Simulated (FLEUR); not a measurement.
# Collinear magnetic orders of CuPd (Skaergaardite) with FLEUR

Does CuPd (Skaergaardite) prefer parallel or opposed moments?

Calculated with FLEUR MaX-R8.1; LDA (VWN); all-electron FLAPW, Dirac cores, scalar-relativistic bands.

The database entry behind the starting cell differs from later determinations by our own check (about 0.35 % long), so it need not match the best structure at ambient conditions.

### 1. Set-up

The structure is cubic, space group Pm-3m (No. 221). Conventional cell: a = 2.988 Å, b = 2.988 Å, c = 2.988 Å, α = 90.00°, β = 90.00°, γ = 90.00°. Nearest to Cu lie 8 Pd at 2.59 Å. Nearest to Pd lie 8 Cu at 2.59 Å. Farther neighbours are not listed.

Coordinates:

```
Cu Pd
1.0
     2.98800    0.00000    0.00000
     0.00000    2.98800    0.00000
     0.00000    0.00000    2.98800
Cu Pd
1 1
Direct
  0.00000 0.00000 0.00000
  0.50000 0.50000 0.50000
```

### 2. Run 1 (ferro ++)

The parallel start comes first: it shows whether parallel moments hold.

inpgen writes inp.xml from crystal.txt; cutoffs, mixing, functional, smearing and local orbitals are then set in the file. The k list default-1 (kpts.xml, not shown) is a Γ-centred 10×10×10 mesh; where the ranks do not divide the number of points, some are split in two of half the weight.

inp.xml

```
<?xml version="1.0" encoding="UTF-8" standalone="no"?>
<fleurInput fleurInputVersion="0.39">
   <comment>
      CuPd
   </comment>
   <calculationSetup>
      <cutoffs Kmax="3.6" Gmax="10.8" GmaxXC="10.8" numbands="0"/>
      <scfLoop itmax="90" minDistance="0.00002" maxIterBroyd="15" imix="Anderson" alpha="0.05" precondParam="0.0" spinf="2.0" sdNocoIR="T"/>
      <coreElectrons ctail="T" frcor="F" kcrel="0" coretail_lmax="0"/>
      <xcFunctional name="vwn" relativisticCorrections="F"/>
      <magnetism jspins="2"/>
      <soc l_soc="F" theta="0.0" phi="0.0" spav="F"/>
      <expertModes spex="0" secvar="F"/>
      <geometryOptimization l_f="F" forcealpha="1.0" forcemix="BFGS" epsdisp="0.00001" epsforce="0.00001"/>
      <ldaU l_linMix="F" mixParam="0.05" spinf="1.0"/>
   </calculationSetup>
   <cell>
      <bzIntegration valenceElectrons="27.0" mode="hist" fermiSmearingEnergy="0.00110248">
         <kPointListSelection listName="default-1"/>
         <xi:include xmlns:xi="http://www.w3.org/2001/XInclude" href="kpts.xml"> </xi:include>
      </bzIntegration>
      <xi:include xmlns:xi="http://www.w3.org/2001/XInclude" href="sym.xml"> </xi:include>
      <bulkLattice scale="1.0">
         <bravaisMatrix>
            <row-1>    5.6465016603047999     0.0000000000000000     0.0000000000000000</row-1>
            <row-2>    0.0000000000000000     5.6465016603047999     0.0000000000000000</row-2>
            <row-3>    0.0000000000000000     0.0000000000000000     5.6465016603047999</row-3>
         </bravaisMatrix>
      </bulkLattice>
   </cell>
   <atomSpecies>
      <species name="Copper (Cu.500" element="Cu" atomicNumber="29">
         <mtSphere radius="2.38" gridPoints="787" logIncrement="0.016"/>
         <atomicCutoffs lmax="8" lnonsphr="6"/>
         <electronConfig flipSpins="F">
            <coreConfig>(1s1/2) (2s1/2) (2p1/2) (2p3/2) (3s1/2) (3p1/2) (3p3/2)</coreConfig>
            <valenceConfig>(4s1/2) (3d3/2) (3d5/2)</valenceConfig>
            <stateOccupation state="(4s1/2)" spinUp="0.75" spinDown="0.25"/>
         </electronConfig>
         <energyParameters s="4" p="4" d="3" f="4"/>
      </species>
      <species name="Palladium .601" element="Pd" atomicNumber="46">
         <mtSphere radius="2.38" gridPoints="787" logIncrement="0.016"/>
         <atomicCutoffs lmax="8" lnonsphr="6"/>
         <electronConfig flipSpins="F">
            <coreConfig>(1s1/2) (2s1/2) (2p1/2) (2p3/2) (3s1/2) (3p1/2) (3p3/2) (4s1/2) (3d3/2) (3d5/2)</coreConfig>
            <valenceConfig>(4p1/2) (4p3/2) (5s1/2) (4d3/2) (4d5/2)</valenceConfig>
            <stateOccupation state="(5s1/2)" spinUp="0.5" spinDown="0.5"/>
            <stateOccupation state="(4d3/2)" spinUp="1.8005" spinDown="1.7995"/>
            <stateOccupation state="(4d5/2)" spinUp="3.0" spinDown="2.4"/>
         </electronConfig>
         <energyParameters s="5" p="5" d="4" f="4"/>
         <lo type="SCLO" l="1" n="4" eDeriv="0"/>
      </species>
   </atomSpecies>
   <atomGroups>
      <atomGroup species="Copper (Cu.500">
         <relPos label="                   1">.0000000000 .0000000000 .0000000000</relPos>
         <force calculate="T" relaxXYZ="TTT"/>
      </atomGroup>
      <atomGroup species="Palladium .601">
         <relPos label="                   2">1.000/2.000 1.000/2.000 1.000/2.000</relPos>
         <force calculate="T" relaxXYZ="TTT"/>
      </atomGroup>
   </atomGroups>
   <output dos="F" band="F" slice="F">
      <bandDOS minEnergy="-.5*Htr" maxEnergy="0.5*Htr" sigma="0.015" storeEVData="T"/>
      <plotting iplot="0" polar="F">
         <plot TwoD="T" vec1="  1.0  0.0  0.0" vec2="  0.0  1.0  0.0" vec3="  0.0  0.0  1.0" zero="  0.0  0.0  0.0" file="plot"/>
      </plotting>
      <moessbauerParams electricFieldGradient="F" isomerShift="F" coreHyperfine="F" valenceHyperfine="F"/>
   </output>
</fleurInput>
```

crystal.txt

```
CuPd
&input film=F cartesian=F /
2.98800000000  0.00000000000  0.00000000000
0.00000000000  2.98800000000  0.00000000000
0.00000000000  0.00000000000  2.98800000000
1.8897261246
1.0 1.0 1.0

2
29 0.00000000000  0.00000000000  0.00000000000 : 0.500
46 0.50000000000  0.50000000000  0.50000000000 : 0.601

&kpt div1=10 div2=10 div3=10 gamma=T /
```

The run is started by

```bash
$ OMP_NUM_THREADS=1 inpgen -f crystal.txt > inpgen.log  # inp.xml is then edited as shown
$ OMP_NUM_THREADS=1 mpirun -n 4 fleur_MPI > fleur.log
```

Output:

```text
Welcome to FLEUR        (www.flapw.de)
      MaX-Release 8.1          (www.max-centre.eu)

 ========== k-point set info ==========
 Selected k-point list: default-1
 k-point list type: mesh
 10 x 10 x 10
 Number of k points: 56

 ------------Calculation Setup---------------------------
 Number of MPI-tasks      :            4
 Number of PE/node        :            4
 Number of OMP-threads    :            1
 k-points in parallel     :            4
 pe's per k-point         :            1
 No of k-point loops      :           14
 Eigenvalue solver        :       lapack
 Number of basis functions:          156
 Approximate size of matrices (H+S) per k-point:         0.000 GB
 --------------------------------------------------------
 Iteration:     1   Distance:      36.62016670 me/bohr^3
 Iteration:     2   Distance:      21.56765497 me/bohr^3
 Iteration:     3   Distance:      10.02738589 me/bohr^3
 Iteration:     4   Distance:       8.79834710 me/bohr^3
 Iteration:     5   Distance:       6.13961901 me/bohr^3
 Iteration:     6   Distance:       5.32057260 me/bohr^3
 Iteration:     7   Distance:       2.34125127 me/bohr^3
 Iteration:     8   Distance:       3.43974974 me/bohr^3
 Iteration:     9   Distance:       0.32408050 me/bohr^3
 Iteration:    10   Distance:       0.46834963 me/bohr^3
 Iteration:    11   Distance:       0.18996426 me/bohr^3
 Iteration:    12   Distance:       0.08040673 me/bohr^3
 Iteration:    13   Distance:       0.08021584 me/bohr^3
 Iteration:    14   Distance:       0.03509913 me/bohr^3
 Iteration:    15   Distance:       0.01963584 me/bohr^3
 Iteration:    16   Distance:       0.01893428 me/bohr^3
 Iteration:    17   Distance:       0.01678973 me/bohr^3
 Iteration:    18   Distance:       0.00769108 me/bohr^3
 Iteration:    19   Distance:       0.00223993 me/bohr^3
 Iteration:    20   Distance:       0.00122341 me/bohr^3
 Iteration:    21   Distance:       0.00088900 me/bohr^3
 Iteration:    22   Distance:       0.00010766 me/bohr^3
 Iteration:    23   Distance:       0.00016059 me/bohr^3
 Iteration:    24   Distance:       0.00011030 me/bohr^3
 Iteration:    25   Distance:       0.00000644 me/bohr^3

 ********************************************************************
 Run finished successfully
 Stop message:
   all done
 ********************************************************************

--- out.xml (last complete iteration) ---
<iteration numberForCurrentRun="   25" overallNumber="   25">
         [... left out ...]
         <bandgap value="0.0000001227" units="eV"/>
         <sumValenceSingleParticleEnergies value="-4.4243490275" units="Htr"/>
         <FermiEnergy value="0.3061568177" units="Htr"/>
         <valenceDensity>
            <mtCharges spin="1">
               <mtCharge atomType="1" total="5.1339446" s="0.2530505" p="0.2051498" d="4.6522945" f="0.0171751"/>
               <mtCharge atomType="2" total="7.2807755" s="0.1530849" p="3.1084197" d="4.0032605" f="0.0124487"/>
            </mtCharges>
            <mtCharges spin="2">
               <mtCharge atomType="1" total="5.1339447" s="0.2530505" p="0.2051498" d="4.6522946" f="0.0171751"/>
               <mtCharge atomType="2" total="7.2807755" s="0.1530849" p="3.1084197" d="4.0032605" f="0.0124487"/>
            </mtCharges>
            <spinDependentCharge spin="1" total="13.5000000" interstitial="1.0852798" mtSpheres="12.4147202"/>
            <spinDependentCharge spin="2" total="13.5000000" interstitial="1.0852798" mtSpheres="12.4147202"/>
            <totalCharge value="27.0000000000"/>
         </valenceDensity>
         [... left out ...]
         <allElectronCharges>
            <spinDependentCharge spin="1" total="37.5000000" interstitial="1.0877965" mtSpheres="36.4122035"/>
            <spinDependentCharge spin="2" total="37.5000000" interstitial="1.0877965" mtSpheres="36.4122036"/>
            <totalCharge value="74.9999999669"/>
         </allElectronCharges>
         <magneticMomentsInMTSpheres units="muBohr">
            <globalMagMoment atomType="1" vec="0.00000   0.00000   0.00000"/>
            <localMagMoment atomType="1" vec="0.00000   0.00000   0.00000"/>
            <globalMagMoment atomType="2" vec="0.00000   0.00000   0.00000"/>
            <localMagMoment atomType="2" vec="0.00000   0.00000   0.00000"/>
         </magneticMomentsInMTSpheres>
         <moessbauerParams unitsHFF="kG" unitsIS="e/bohr^3" unitsEFG="Htr/bohr^2">
         </moessbauerParams>
         <totalEnergy value="    -6694.8603524211" units="Htr">
            <sumOfEigenvalues value="    -3955.0264450495">
               <coreElectrons value="-3950.6020960220"/>
               <valenceElectrons value="-4.4243490275"/>
            </sumOfEigenvalues>
            <densityCoulombPotentialIntegral value="-10628.8733518122"/>
            <densityEffectivePotentialIntegral value="-10899.8725849529"/>
            <chargeDenXCDenIntegral value="-204.4913415613"/>
            <FockExchangeEnergyValence value="0.0000000000"/>
            <FockExchangeEnergyCore value="0.0000000000"/>
            <atomTypeDependentContributions atomType="1">
               <electronNucleiInteractionDifferentMTs value="1989.3342647841"/>
               <MadelungTerm value="-9.6732960025"/>
            </atomTypeDependentContributions>
            <atomTypeDependentContributions atomType="2">
               <electronNucleiInteractionDifferentMTs value="6100.3643604041"/>
               <MadelungTerm value="-21.4065536663"/>
            </atomTypeDependentContributions>
            <tkbTimesEntropy value="0.0001057794"/>
            <freeEnergy value="-6694.8604582006"/>
            <extrapolationTo0K value="-6694.8604053108"/>
         </totalEnergy>
         <densityConvergence units="me/bohr^3">
            <chargeDensity spin="1" distance="0.0000022601"/>
            <chargeDensity spin="2" distance="0.0000044233"/>
            <overallChargeDensity distance="0.0000028058"/>
            <spinDensity distance="0.0000064401"/>
         </densityConvergence>
      </iteration>
```

The job ended after 8.5 s (4 MPI ranks of Arm Neoverse V2, shared host; peak memory 0.17 GiB).

Numbers from this step:

* free energy: -182176.4338 eV
* program's band gap on this mesh (in a metal only a level spacing): 1.23e-7 eV
* final state: non-magnetic

After 25 cycles the seed has died away: no moment is left.

### 3. Start 2: antiferro q=(0,0,1/2) +-+-

Reversing part of the moments tests the sign of the couplings between them.

This order needs a doubled cell of 4 atoms. The mesh is halved along the doubled vector, so that both cells sample the same points. The k list default-1 (kpts.xml, not shown) is a Γ-centred 10×10×5 mesh.

Edit inp.xml of step 2 so:

```diff
@@ -17,3 +17,3 @@
    <cell>
-      <bzIntegration valenceElectrons="27.0" mode="hist" fermiSmearingEnergy="0.00110248">
+      <bzIntegration valenceElectrons="54.0" mode="hist" fermiSmearingEnergy="0.00110248">
          <kPointListSelection listName="default-1"/>
@@ -26,3 +26,3 @@
             <row-2>    0.0000000000000000     5.6465016603047999     0.0000000000000000</row-2>
-            <row-3>    0.0000000000000000     0.0000000000000000     5.6465016603047999</row-3>
+            <row-3>    0.0000000000000000     0.0000000000000000    11.2930033206095999</row-3>
          </bravaisMatrix>
@@ -38,2 +38,12 @@
             <stateOccupation state="(4s1/2)" spinUp="0.75" spinDown="0.25"/>
+         </electronConfig>
+         <energyParameters s="4" p="4" d="3" f="4"/>
+      </species>
+      <species name="Copper (Cu-.500" element="Cu" atomicNumber="29">
+         <mtSphere radius="2.38" gridPoints="787" logIncrement="0.016"/>
+         <atomicCutoffs lmax="8" lnonsphr="6"/>
+         <electronConfig flipSpins="F">
+            <coreConfig>(1s1/2) (2s1/2) (2p1/2) (2p3/2) (3s1/2) (3p1/2) (3p3/2)</coreConfig>
+            <valenceConfig>(4s1/2) (3d3/2) (3d5/2)</valenceConfig>
+            <stateOccupation state="(4s1/2)" spinUp="0.25" spinDown="0.75"/>
          </electronConfig>
@@ -54,2 +64,15 @@
       </species>
+      <species name="Palladium -.601" element="Pd" atomicNumber="46">
+         <mtSphere radius="2.38" gridPoints="787" logIncrement="0.016"/>
+         <atomicCutoffs lmax="8" lnonsphr="6"/>
+         <electronConfig flipSpins="F">
+            <coreConfig>(1s1/2) (2s1/2) (2p1/2) (2p3/2) (3s1/2) (3p1/2) (3p3/2) (4s1/2) (3d3/2) (3d5/2)</coreConfig>
+            <valenceConfig>(4p1/2) (4p3/2) (5s1/2) (4d3/2) (4d5/2)</valenceConfig>
+            <stateOccupation state="(5s1/2)" spinUp="0.5" spinDown="0.5"/>
+            <stateOccupation state="(4d3/2)" spinUp="1.7995" spinDown="1.8005"/>
+            <stateOccupation state="(4d5/2)" spinUp="2.4" spinDown="3.0"/>
+         </electronConfig>
+         <energyParameters s="5" p="5" d="4" f="4"/>
+         <lo type="SCLO" l="1" n="4" eDeriv="0"/>
+      </species>
    </atomSpecies>
@@ -60,4 +83,12 @@
       </atomGroup>
+      <atomGroup species="Copper (Cu-.500">
+         <relPos label="                   2">.0000000000 .0000000000 1.000/2.000</relPos>
+         <force calculate="T" relaxXYZ="TTT"/>
+      </atomGroup>
       <atomGroup species="Palladium .601">
-         <relPos label="                   2">1.000/2.000 1.000/2.000 1.000/2.000</relPos>
+         <relPos label="                   3">1.000/2.000 1.000/2.000 1.000/4.000</relPos>
+         <force calculate="T" relaxXYZ="TTT"/>
+      </atomGroup>
+      <atomGroup species="Palladium -.601">
+         <relPos label="                   4">1.000/2.000 1.000/2.000 -1.000/4.000</relPos>
          <force calculate="T" relaxXYZ="TTT"/>
```

crystal.txt

```
CuPd
&input film=F cartesian=F /
2.98800000000  0.00000000000  0.00000000000
0.00000000000  2.98800000000  0.00000000000
0.00000000000  0.00000000000  5.97600000000
1.8897261246
1.0 1.0 1.0

4
29 0.00000000000  0.00000000000  0.00000000000 : 0.500
29 0.00000000000  0.00000000000  0.50000000000 : -0.500
46 0.50000000000  0.50000000000  0.25000000000 : 0.601
46 0.50000000000  0.50000000000  0.75000000000 : -0.601

&kpt div1=10 div2=10 div3=5 gamma=T /
```

Output:

```text
[banner, memory and clock lines left out]
Welcome to FLEUR        (www.flapw.de)
      MaX-Release 8.1          (www.max-centre.eu)

 ========== k-point set info ==========
 Selected k-point list: default-1
 k-point list type: mesh
 0 x 0 x 0
 Number of k points: 64

 ------------Calculation Setup---------------------------
 Number of PE/node        :            4
 Number of OMP-threads    :            1
 k-points in parallel     :            4
 pe's per k-point         :            1
 No of k-point loops      :           16
 Eigenvalue solver        :       lapack
 Number of basis functions:          309
 Approximate size of matrices (H+S) per k-point:         0.003 GB
 Iteration:     1   Distance:      36.25301559 me/bohr^3
 Iteration:     2   Distance:      22.02743309 me/bohr^3
 Iteration:     3   Distance:       9.57836559 me/bohr^3
 Iteration:     4   Distance:       7.44595102 me/bohr^3
 Iteration:     5   Distance:       4.53585011 me/bohr^3
 Iteration:     6   Distance:       6.02444835 me/bohr^3
 Iteration:     7   Distance:       2.64066984 me/bohr^3
 Iteration:     8   Distance:       4.94675520 me/bohr^3
 Iteration:     9   Distance:       2.92441111 me/bohr^3
 Iteration:    10   Distance:       0.78949531 me/bohr^3
 Iteration:    11   Distance:       0.91548560 me/bohr^3
 Iteration:    12   Distance:       0.06434000 me/bohr^3
 Iteration:    13   Distance:       0.03774077 me/bohr^3
 Iteration:    14   Distance:       0.07060455 me/bohr^3
 Iteration:    15   Distance:       0.00755817 me/bohr^3
 Iteration:    16   Distance:       0.00584394 me/bohr^3
 Iteration:    17   Distance:       0.00305392 me/bohr^3
 Iteration:    18   Distance:       0.00190461 me/bohr^3
 Iteration:    19   Distance:       0.00037452 me/bohr^3
 Iteration:    20   Distance:       0.00012083 me/bohr^3
 Iteration:    21   Distance:       0.00009552 me/bohr^3
 Iteration:    22   Distance:       0.00003244 me/bohr^3
 Iteration:    23   Distance:       0.00001329 me/bohr^3

 ********************************************************************
 Run finished successfully
 Stop message:
   all done
 ********************************************************************

--- out.xml (last complete iteration) ---
<iteration numberForCurrentRun="   23" overallNumber="   23">
         [... left out ...]
         <bandgap value="0.0000000901" units="eV"/>
         <sumValenceSingleParticleEnergies value="-8.8486987980" units="Htr"/>
         <FermiEnergy value="0.3061567979" units="Htr"/>
         <valenceDensity>
            <mtCharges spin="1">
               <mtCharge atomType="1" total="5.1339448" s="0.2530505" p="0.2051498" d="4.6522947" f="0.0171751"/>
               <mtCharge atomType="2" total="5.1339448" s="0.2530505" p="0.2051498" d="4.6522946" f="0.0171751"/>
               <mtCharge atomType="3" total="7.2807755" s="0.1530849" p="3.1084197" d="4.0032604" f="0.0124487"/>
               <mtCharge atomType="4" total="7.2807754" s="0.1530849" p="3.1084197" d="4.0032604" f="0.0124487"/>
            </mtCharges>
            <mtCharges spin="2">
               <mtCharge atomType="1" total="5.1339448" s="0.2530505" p="0.2051498" d="4.6522946" f="0.0171751"/>
               <mtCharge atomType="2" total="5.1339448" s="0.2530505" p="0.2051498" d="4.6522947" f="0.0171751"/>
               <mtCharge atomType="3" total="7.2807755" s="0.1530849" p="3.1084197" d="4.0032605" f="0.0124487"/>
               <mtCharge atomType="4" total="7.2807754" s="0.1530849" p="3.1084197" d="4.0032604" f="0.0124487"/>
            </mtCharges>
            <spinDependentCharge spin="1" total="27.0000000" interstitial="2.1705595" mtSpheres="24.8294405"/>
            <spinDependentCharge spin="2" total="27.0000000" interstitial="2.1705595" mtSpheres="24.8294405"/>
            <totalCharge value="54.0000000000"/>
         </valenceDensity>
         [... left out ...]
         <magneticMomentsInMTSpheres units="muBohr">
            <globalMagMoment atomType="1" vec="0.00000   0.00000   0.00000"/>
            <localMagMoment atomType="1" vec="0.00000   0.00000   0.00000"/>
            <globalMagMoment atomType="2" vec="0.00000   0.00000   0.00000"/>
            <localMagMoment atomType="2" vec="0.00000   0.00000   0.00000"/>
            <globalMagMoment atomType="3" vec="0.00000   0.00000   0.00000"/>
            <localMagMoment atomType="3" vec="0.00000   0.00000   0.00000"/>
            <globalMagMoment atomType="4" vec="0.00000   0.00000   0.00000"/>
            <localMagMoment atomType="4" vec="0.00000   0.00000   0.00000"/>
         </magneticMomentsInMTSpheres>
         [... left out ...]
         <totalEnergy value="   -13389.7207048447" units="Htr">
            <sumOfEigenvalues value="    -7910.0528922221">
               <coreElectrons value="-7901.2041934241"/>
               <valenceElectrons value="-8.8486987980"/>
            </sumOfEigenvalues>
            <densityCoulombPotentialIntegral value="-21257.7467057256"/>
            <densityEffectivePotentialIntegral value="-21799.7451718629"/>
            <chargeDenXCDenIntegral value="-408.9826830135"/>
            <FockExchangeEnergyValence value="0.0000000000"/>
            <FockExchangeEnergyCore value="0.0000000000"/>
         [... left out ...]
            <tkbTimesEntropy value="0.0002115587"/>
            <freeEnergy value="-13389.7209164034"/>
            <extrapolationTo0K value="-13389.7208106240"/>
         </totalEnergy>
         <densityConvergence units="me/bohr^3">
            <chargeDensity spin="1" distance="0.0000069448"/>
            <chargeDensity spin="2" distance="0.0000068873"/>
            <overallChargeDensity distance="0.0000132923"/>
            <spinDensity distance="0.0000038266"/>
         </densityConvergence>
      </iteration>
```

Run time: 42 s. Hardware: 4 MPI ranks; peak memory 0.27 GiB.

The spin moment in the muffin-tin sphere vanishes on all atoms.

This step gave:

```yaml
free_energy: -364352.8676 eV
program_s_band_gap_on_this_mesh_in_a_metal_only_a_level_spacing: 9.01e-8 eV
final_state: non-magnetic
```

It ends in the same state without moments as the first start; the 1.5e-5 meV a seeded atom between them is numerical noise.

(Continued in part 2 of 2.)

[Logs and program files are shortened in this print: banners, set-up blocks, solver, clock and traceback lines can be left out without a mark of their own.]

[Logs are printed without paths, hosts, clocks, repeated set-up lines and the standing remarks that a program may print on its own settings, such as how far it seeks lower states.]

[Hosts, paths, dates, database ids (printed as entryN), source tags and the programs' standing remarks are cut or masked in the printed files.]

[Where a cell is said to come from a database of computed structures, the database is the Materials Project.]
